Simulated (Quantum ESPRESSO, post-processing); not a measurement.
# Y(0001), 4 layers: cutoff convergence, part 3 of 3

Wanted: the cheapest sound input for Y(0001), 4 layers, from a series that sets result against time.

Quantum ESPRESSO 7.5; plane-wave DFT, PBE, SSSP efficiency pseudopotentials.

So far. Step 5 (SCF with pw.x: ecutwfc 38 Ry, ecutrho 304 Ry): Counted from each run's own zero (the Fermi level), the vacuum level differs from the first run's by +9 meV.

**6. Self-consistent run: ecutwfc 31 Ry, ecutrho 248 Ry**

Contents of c4.in:

```
&control
  prefix = 'c4'
  outdir = './out'
  pseudo_dir = './pseudo'
  calculation = 'scf'
  tprnfor = .true.
/
&system
  ibrav = 0
  nat = 4
  ntyp = 1
  ecutwfc = 31
  ecutrho = 248
  occupations = 'smearing'
  smearing = 'mv'
  degauss = 0.02
  assume_isolated = 'esm'
  esm_bc = 'bc1'
/
&electrons
  conv_thr = 1e-07
  mixing_beta = 0.4
  electron_maxstep = 120
  mixing_mode = 'local-TF'
/
ATOMIC_SPECIES
  Y   88.9058  Y_pbe_v1.uspp.F.UPF
CELL_PARAMETERS angstrom
  3.65000000000000 0.00000000000000 0.00000000000000
  1.82500000000000 3.16099272381320 0.00000000000000
  0.00000000000000 0.00000000000000 24.60122500000000
ATOMIC_POSITIONS crystal
  Y   0.666666666700 0.666666666700 -0.174812941225
  Y   0.000000000000 0.000000000000 -0.058270980408
  Y   0.666666666700 0.666666666700 0.058270980408
  Y   0.000000000000 0.000000000000 0.174812941225
K_POINTS automatic
  6 6 1 0 0 0
```

Command:

```sh
$ OMP_NUM_THREADS=1 mpirun -n 4 pw.x -nk 2 -in c4.in > c4.out
```

The program printed:

```text
[banner, memory and clock lines left out]
Program PWSCF v.7.5 starts
[...]
Message from routine setup:
[...]
number of electrons       =        44.00
     number of Kohn-Sham states=           26
     kinetic-energy cutoff     =      31.0000  Ry
     charge density cutoff     =     248.0000  Ry
[...]
number of k points=     7  Marzari-Vanderbilt smearing, width (Ry)=  0.0200
[...]
Dense  grid:   126293 G-vectors     FFT dimensions: (  36,  36, 240)
[...]
negative rho (up, down):  1.713E-01 0.000E+00
     Starting wfcs are   52 randomized atomic wfcs
[...]
negative rho (up, down):  1.701E-01 0.000E+00
[...]
estimated scf accuracy    <       1.89442998 Ry
[...]
negative rho (up, down):  1.690E-01 0.000E+00
[...]
estimated scf accuracy    <       1.14285662 Ry
[...]
negative rho (up, down):  1.702E-01 0.000E+00
[...]
estimated scf accuracy    <       0.13247965 Ry
[...]
negative rho (up, down):  1.705E-01 0.000E+00
[...]
estimated scf accuracy    <       0.08376367 Ry
[...]
negative rho (up, down):  1.707E-01 0.000E+00
[...]
estimated scf accuracy    <       0.01899043 Ry
[...]
negative rho (up, down):  1.711E-01 0.000E+00
[...]
estimated scf accuracy    <       0.05851939 Ry
[...]
negative rho (up, down):  1.713E-01 0.000E+00
[...]
estimated scf accuracy    <       0.11249748 Ry
[...]
negative rho (up, down):  1.716E-01 0.000E+00
[...]
estimated scf accuracy    <       0.06023908 Ry
[...]
negative rho (up, down):  1.756E-01 0.000E+00
[...]
estimated scf accuracy    <       0.06213795 Ry
[...]
negative rho (up, down):  1.786E-01 0.000E+00
[...]
estimated scf accuracy    <       0.02156567 Ry
[...]
negative rho (up, down):  1.719E-01 0.000E+00
[...]
estimated scf accuracy    <       0.00470577 Ry
[...]
negative rho (up, down):  1.719E-01 0.000E+00
[...]
estimated scf accuracy    <       0.00466769 Ry
[...]
negative rho (up, down):  1.718E-01 0.000E+00
[...]
estimated scf accuracy    <       0.00034921 Ry
[...]
negative rho (up, down):  1.721E-01 0.000E+00
[...]
estimated scf accuracy    <       0.00144418 Ry
[...]
negative rho (up, down):  1.721E-01 0.000E+00
[...]
estimated scf accuracy    <       0.00009906 Ry
[...]
negative rho (up, down):  1.722E-01 0.000E+00
[...]
estimated scf accuracy    <       0.00008481 Ry
[...]
negative rho (up, down):  1.722E-01 0.000E+00
[...]
estimated scf accuracy    <       0.00007594 Ry
[...]
negative rho (up, down):  1.722E-01 0.000E+00
[...]
estimated scf accuracy    <       0.00001678 Ry
[...]
negative rho (up, down):  1.722E-01 0.000E+00
[...]
estimated scf accuracy    <       0.00000211 Ry
[...]
negative rho (up, down):  1.722E-01 0.000E+00
[...]
estimated scf accuracy    <       0.00000138 Ry
[...]
negative rho (up, down):  1.722E-01 0.000E+00
[...]
estimated scf accuracy    <       0.00000130 Ry
[...]
negative rho (up, down):  1.723E-01 0.000E+00
[...]
estimated scf accuracy    <       0.00000152 Ry
[...]
negative rho (up, down):  1.722E-01 0.000E+00
[...]
estimated scf accuracy    <       0.00000179 Ry
[...]
negative rho (up, down):  1.722E-01 0.000E+00
[...]
estimated scf accuracy    <       0.00000231 Ry
[...]
negative rho (up, down):  1.722E-01 0.000E+00
[...]
estimated scf accuracy    <       0.00000244 Ry
[...]
negative rho (up, down):  1.722E-01 0.000E+00
[...]
estimated scf accuracy    <       0.00000235 Ry
[...]
negative rho (up, down):  1.722E-01 0.000E+00
[...]
estimated scf accuracy    <       0.00000170 Ry
[...]
negative rho (up, down):  1.723E-01 0.000E+00
[...]
estimated scf accuracy    <       0.00000263 Ry
[...]
negative rho (up, down):  1.723E-01 0.000E+00
[...]
estimated scf accuracy    <       0.00000051 Ry
[...]
negative rho (up, down):  1.723E-01 0.000E+00
[...]
the Fermi energy is    -3.3072 ev
!    total energy              =    -349.88670572 Ry
     estimated scf accuracy    <       0.00000009 Ry
     smearing contrib. (-TS)   =      -0.00410134 Ry
     internal energy E=F+TS    =    -349.88260438 Ry
[...]
one-electron contribution =    4088.67290148 Ry
     hartree contribution      =   -2054.90273571 Ry
     xc contribution           =     -87.47032612 Ry
     ewald contribution        =   -2296.18244403 Ry
     convergence has been achieved in  30 iterations
     negative rho (up, down):  1.723E-01 0.000E+00
[...]
Total force =     0.014418     Total SCF correction =     0.000478
[...]
```

Elapsed: 34 s, on 4 MPI ranks of Arm Neoverse V1, shared host; peak memory 0.7 GiB; 2.3 min of CPU time.

Read from the output:

* free energy: -4760.4511 eV
* Fermi energy: -3.307 eV
* vacuum line at the lower end of the cell, over the Fermi level: 3.307 eV
* vacuum line at the upper end of the cell, over the Fermi level: 3.307 eV

The program's own clock; routines nest. Time by routine:

```
  routine  wall time (s)  calls
    PWSCF          33.72      1
electrons          32.64      1
  c_bands          18.83     30
  cegterg          16.75    120
    h_psi          13.87    786
     fftw          13.74  19528
 vloc_psi          12.34    786
 sum_band           5.37     30
  mix_rho           4.28     30
     ffts           2.76   3054
     newd           2.35     31
 v_of_rho           1.82     31
   calbec           1.05    922
      fft           0.89    412
```

Counted from each run's own zero (the Fermi level), the vacuum level differs from the first run's by -2 meV.

**7. Self-consistent run: ecutwfc 25 Ry, ecutrho 200 Ry**

c5.in, as its differences from the input of step 6:

```diff
@@ -1,3 +1,3 @@
 &control
-  prefix = 'c4'
+  prefix = 'c5'
   outdir = './out'
@@ -11,4 +11,4 @@
   ntyp = 1
-  ecutwfc = 31
-  ecutrho = 248
+  ecutwfc = 25
+  ecutrho = 200
   occupations = 'smearing'
```

Command:

```sh
$ OMP_NUM_THREADS=1 mpirun -n 4 pw.x -nk 2 -in c5.in > c5.out
```

The program printed:

```text
[banner, memory and clock lines left out]
Program PWSCF v.7.5 starts
[...]
Message from routine setup:
[...]
number of electrons       =        44.00
     number of Kohn-Sham states=           26
     kinetic-energy cutoff     =      25.0000  Ry
     charge density cutoff     =     200.0000  Ry
[...]
number of k points=     7  Marzari-Vanderbilt smearing, width (Ry)=  0.0200
[...]
Dense  grid:    91481 G-vectors     FFT dimensions: (  36,  36, 216)
[...]
negative rho (up, down):  1.736E-01 0.000E+00
     Starting wfcs are   52 randomized atomic wfcs
[...]
negative rho (up, down):  1.714E-01 0.000E+00
[...]
estimated scf accuracy    <       1.90209854 Ry
[...]
negative rho (up, down):  1.678E-01 0.000E+00
[...]
estimated scf accuracy    <       1.15176820 Ry
[...]
negative rho (up, down):  1.702E-01 0.000E+00
[...]
estimated scf accuracy    <       0.13792385 Ry
[...]
negative rho (up, down):  1.702E-01 0.000E+00
[...]
estimated scf accuracy    <       0.10231325 Ry
[...]
negative rho (up, down):  1.705E-01 0.000E+00
[...]
estimated scf accuracy    <       0.02539788 Ry
[...]
negative rho (up, down):  1.710E-01 0.000E+00
[...]
estimated scf accuracy    <       0.02061405 Ry
[...]
negative rho (up, down):  1.710E-01 0.000E+00
[...]
estimated scf accuracy    <       0.07199345 Ry
[...]
negative rho (up, down):  1.710E-01 0.000E+00
[...]
estimated scf accuracy    <       0.10693422 Ry
[...]
negative rho (up, down):  1.725E-01 0.000E+00
[...]
estimated scf accuracy    <       0.01701598 Ry
[...]
negative rho (up, down):  1.747E-01 0.000E+00
[...]
estimated scf accuracy    <       0.07378936 Ry
[...]
negative rho (up, down):  1.729E-01 0.000E+00
[...]
estimated scf accuracy    <       0.04357522 Ry
[...]
negative rho (up, down):  1.716E-01 0.000E+00
[...]
estimated scf accuracy    <       0.00068622 Ry
[...]
negative rho (up, down):  1.727E-01 0.000E+00
[...]
estimated scf accuracy    <       0.00968375 Ry
[...]
negative rho (up, down):  1.724E-01 0.000E+00
[...]
estimated scf accuracy    <       0.00662771 Ry
[...]
negative rho (up, down):  1.717E-01 0.000E+00
[...]
estimated scf accuracy    <       0.00734336 Ry
[...]
negative rho (up, down):  1.713E-01 0.000E+00
[...]
estimated scf accuracy    <       0.00103371 Ry
[...]
negative rho (up, down):  1.714E-01 0.000E+00
[...]
estimated scf accuracy    <       0.00001495 Ry
[...]
negative rho (up, down):  1.714E-01 0.000E+00
[...]
estimated scf accuracy    <       0.00008757 Ry
[...]
negative rho (up, down):  1.714E-01 0.000E+00
[...]
estimated scf accuracy    <       0.00001846 Ry
[...]
negative rho (up, down):  1.716E-01 0.000E+00
[...]
estimated scf accuracy    <       0.00004113 Ry
[...]
negative rho (up, down):  1.716E-01 0.000E+00
[...]
estimated scf accuracy    <       0.00003754 Ry
[...]
negative rho (up, down):  1.715E-01 0.000E+00
[...]
estimated scf accuracy    <       0.00002923 Ry
[...]
negative rho (up, down):  1.715E-01 0.000E+00
[...]
estimated scf accuracy    <       0.00000108 Ry
[...]
negative rho (up, down):  1.715E-01 0.000E+00
[...]
estimated scf accuracy    <       0.00000119 Ry
[...]
negative rho (up, down):  1.715E-01 0.000E+00
[...]
estimated scf accuracy    <       0.00000074 Ry
[...]
negative rho (up, down):  1.715E-01 0.000E+00
[...]
estimated scf accuracy    <       0.00000091 Ry
[...]
negative rho (up, down):  1.715E-01 0.000E+00
[...]
estimated scf accuracy    <       0.00000032 Ry
[...]
negative rho (up, down):  1.715E-01 0.000E+00
[...]
estimated scf accuracy    <       0.00000010 Ry
[...]
negative rho (up, down):  1.715E-01 0.000E+00
[...]
the Fermi energy is    -3.3330 ev
!    total energy              =    -349.87577412 Ry
     estimated scf accuracy    <       0.00000001 Ry
     smearing contrib. (-TS)   =      -0.00413683 Ry
     internal energy E=F+TS    =    -349.87163730 Ry
[...]
one-electron contribution =    4088.79440906 Ry
     hartree contribution      =   -2055.00328832 Ry
     xc contribution           =     -87.48031401 Ry
     ewald contribution        =   -2296.18244403 Ry
     convergence has been achieved in  29 iterations
     negative rho (up, down):  1.715E-01 0.000E+00
[...]
Total force =     0.014681     Total SCF correction =     0.000513
[...]
```

It took 22 s on 4 MPI ranks; peak memory 0.58 GiB; 88 s of CPU time.

Read from the output:

| Property | Result |
| --- | --- |
| free energy | -4760.3024 eV |
| Fermi energy | -3.333 eV |
| vacuum line at the lower end of the cell, over the Fermi level | 3.333 eV |
| vacuum line at the upper end of the cell, over the Fermi level | 3.333 eV |

The program's own clock; routines nest. Time by routine:

```
  routine  wall time (s)  calls
    PWSCF          21.49      1
electrons          20.69      1
  c_bands          11.36     29
  cegterg          10.18    116
    h_psi            7.9    788
     fftw           7.43  19194
 vloc_psi           6.79    788
 sum_band            3.4     29
  mix_rho           2.73     29
     newd           1.65     30
     ffts            1.6   3153
 v_of_rho           1.54     30
   calbec           0.75    920
      fft           0.75    399
```

Counted from each run's own zero (the Fermi level), the vacuum level differs from the first run's by +24 meV.

**8. Self-consistent run: ecutwfc 20 Ry, ecutrho 160 Ry**

c6.in, as its differences from the input of step 7:

```diff
@@ -1,3 +1,3 @@
 &control
-  prefix = 'c5'
+  prefix = 'c6'
   outdir = './out'
@@ -11,4 +11,4 @@
   ntyp = 1
-  ecutwfc = 25
-  ecutrho = 200
+  ecutwfc = 20
+  ecutrho = 160
   occupations = 'smearing'
```

Command:

```sh
$ OMP_NUM_THREADS=1 mpirun -n 4 pw.x -nk 2 -in c6.in > c6.out
```

The program printed:

```text
[banner, memory and clock lines left out]
Program PWSCF v.7.5 starts
[...]
Message from routine setup:
[...]
number of electrons       =        44.00
     number of Kohn-Sham states=           26
     kinetic-energy cutoff     =      20.0000  Ry
     charge density cutoff     =     160.0000  Ry
[...]
number of k points=     7  Marzari-Vanderbilt smearing, width (Ry)=  0.0200
[...]
Dense  grid:    65311 G-vectors     FFT dimensions: (  27,  27, 192)
[...]
negative rho (up, down):  1.823E-01 0.000E+00
     Starting wfcs are   52 randomized atomic wfcs
[...]
negative rho (up, down):  1.781E-01 0.000E+00
[...]
estimated scf accuracy    <       1.92569240 Ry
[...]
negative rho (up, down):  1.721E-01 0.000E+00
[...]
estimated scf accuracy    <       1.15580363 Ry
[...]
negative rho (up, down):  1.758E-01 0.000E+00
[...]
estimated scf accuracy    <       0.13490926 Ry
[...]
negative rho (up, down):  1.754E-01 0.000E+00
[...]
estimated scf accuracy    <       0.07145324 Ry
[...]
negative rho (up, down):  1.758E-01 0.000E+00
[...]
estimated scf accuracy    <       0.02568878 Ry
[...]
negative rho (up, down):  1.758E-01 0.000E+00
[...]
estimated scf accuracy    <       0.26456179 Ry
[...]
negative rho (up, down):  1.757E-01 0.000E+00
[...]
estimated scf accuracy    <       0.27494658 Ry
[...]
negative rho (up, down):  1.757E-01 0.000E+00
[...]
estimated scf accuracy    <       0.20519808 Ry
[...]
negative rho (up, down):  1.764E-01 0.000E+00
[...]
estimated scf accuracy    <       0.19651713 Ry
[...]
negative rho (up, down):  1.826E-01 0.000E+00
[...]
estimated scf accuracy    <       0.18629908 Ry
[...]
negative rho (up, down):  1.807E-01 0.000E+00
[...]
estimated scf accuracy    <       0.18421139 Ry
[...]
negative rho (up, down):  1.784E-01 0.000E+00
[...]
estimated scf accuracy    <       0.22862748 Ry
[...]
negative rho (up, down):  1.766E-01 0.000E+00
[...]
estimated scf accuracy    <       0.00484040 Ry
[...]
negative rho (up, down):  1.763E-01 0.000E+00
[...]
estimated scf accuracy    <       0.06478007 Ry
[...]
negative rho (up, down):  1.762E-01 0.000E+00
[...]
estimated scf accuracy    <       0.08341016 Ry
[...]
negative rho (up, down):  1.771E-01 0.000E+00
[...]
estimated scf accuracy    <       0.04473911 Ry
[...]
negative rho (up, down):  1.769E-01 0.000E+00
[...]
estimated scf accuracy    <       0.01166532 Ry
[...]
negative rho (up, down):  1.771E-01 0.000E+00
[...]
estimated scf accuracy    <       0.00016018 Ry
[...]
negative rho (up, down):  1.772E-01 0.000E+00
[...]
estimated scf accuracy    <       0.00002038 Ry
[...]
negative rho (up, down):  1.772E-01 0.000E+00
[...]
estimated scf accuracy    <       0.00001406 Ry
[...]
negative rho (up, down):  1.774E-01 0.000E+00
[...]
estimated scf accuracy    <       0.00000216 Ry
[...]
negative rho (up, down):  1.774E-01 0.000E+00
[...]
estimated scf accuracy    <       0.00000597 Ry
[...]
negative rho (up, down):  1.774E-01 0.000E+00
[...]
estimated scf accuracy    <       0.00000662 Ry
[...]
negative rho (up, down):  1.774E-01 0.000E+00
[...]
estimated scf accuracy    <       0.00000012 Ry
[...]
negative rho (up, down):  1.774E-01 0.000E+00
[...]
estimated scf accuracy    <       0.00000013 Ry
[...]
negative rho (up, down):  1.774E-01 0.000E+00
[...]
the Fermi energy is    -3.3092 ev
!    total energy              =    -349.86044223 Ry
     estimated scf accuracy    <       0.00000004 Ry
     smearing contrib. (-TS)   =      -0.00408382 Ry
     internal energy E=F+TS    =    -349.85635841 Ry
[...]
one-electron contribution =    4088.79382517 Ry
     hartree contribution      =   -2054.97377373 Ry
     xc contribution           =     -87.49396582 Ry
     ewald contribution        =   -2296.18244403 Ry
     convergence has been achieved in  26 iterations
     negative rho (up, down):  1.774E-01 0.000E+00
[...]
Total force =     0.014654     Total SCF correction =     0.000838
[...]
```

It took 16 s on 4 MPI ranks; peak memory 0.31 GiB; 64 s of CPU time.

Read from the output:

```
free energy                                                    : -4760.0938 eV
Fermi energy                                                   : -3.309 eV
vacuum line at the lower end of the cell, over the Fermi level : 3.309 eV
vacuum line at the upper end of the cell, over the Fermi level : 3.309 eV
```

The program's own clock; routines nest. Time by routine:

```
  routine  wall time (s)  calls
    PWSCF           15.6      1
electrons          14.98      1
  c_bands           8.87     26
  cegterg           8.05    104
    h_psi            6.4    720
     fftw           6.15  17710
 vloc_psi           5.65    720
 sum_band            2.4     26
  mix_rho           1.92     26
     ffts           1.19   2602
     newd           1.06     27
 v_of_rho           0.74     27
   calbec           0.51    840
  cdiaghg           0.45    716
```

Counted from each run's own zero (the Fermi level), the vacuum level differs from the first run's by +0 meV.

**9. The series side by side**

All levels:

```
                        level  vacuum level over the Fermi level (eV)  its change from the first (meV)  energy from the first (meV an atom)  SCF iterations  wall time (s)  peak memory (GiB)  CPU time (s)
ecutwfc 68 Ry, ecutrho 544 Ry                                   3.309                                0                                    0              33          143.3               1.82         572.9
ecutwfc 56 Ry, ecutrho 448 Ry                                   3.308                          -0.6983                                0.313              39          97.46                1.4         389.4
ecutwfc 45 Ry, ecutrho 360 Ry                                   3.311                            1.801                                2.571              31          51.32               0.98           205
ecutwfc 38 Ry, ecutrho 304 Ry                                   3.318                            9.404                                4.133              35          49.97               0.89         199.6
ecutwfc 31 Ry, ecutrho 248 Ry                                   3.307                           -1.897                                8.987              30          34.23                0.7         136.7
ecutwfc 25 Ry, ecutrho 200 Ry                                   3.333                             23.9                                46.17              29             22               0.58         87.72
ecutwfc 20 Ry, ecutrho 160 Ry                                   3.309                            0.075                                98.32              26          16.11               0.31         64.17
```

**10. Outcome**

```yaml
vacuum_level_over_the_fermi_level_ecutwfc_68_ry_ecutrho_544_ry: 3.309 eV
cheapest_step_of_the_main_series_that_with_all_steps_before_it_keeps_the_vacuum_level_within_20_mev_of_the_first: ecutwfc 31 Ry, ecutrho 248 Ry: -2 meV, 2.3 min of CPU time against 9.5 min
setting_with_the_largest_shift_of_the_level: ecutwfc 25 Ry, ecutrho 200 Ry: +24 meV
```

What this shows: The cheapest step of the main series that, with all steps before it, keeps the vacuum level within 20 meV of the first is ecutwfc 31 Ry, ecutrho 248 Ry: -2 meV, 2.3 min of CPU time against 9.5 min. Over the series the energy moves by up to 98.3 meV an atom and the vacuum level by up to 24 meV. The times come from a shared host and are rough. Peak memory is sampled during the run and can miss the peak. The geometry is as built, not relaxed.

[Logs are printed without paths, hosts, clocks, repeated set-up lines and the standing remarks that a program may print on its own settings, such as how far it seeks lower states.]

[Hosts, paths, dates, database ids (printed as entryN), source tags and the programs' standing remarks are cut or masked in the printed files.]

[Maps of the electrostatic potential energy from Ansatz leave out the sawtooth potential of an applied field or a dipole correction, so their vacuum need not be flat; planar profiles and work functions include it.]
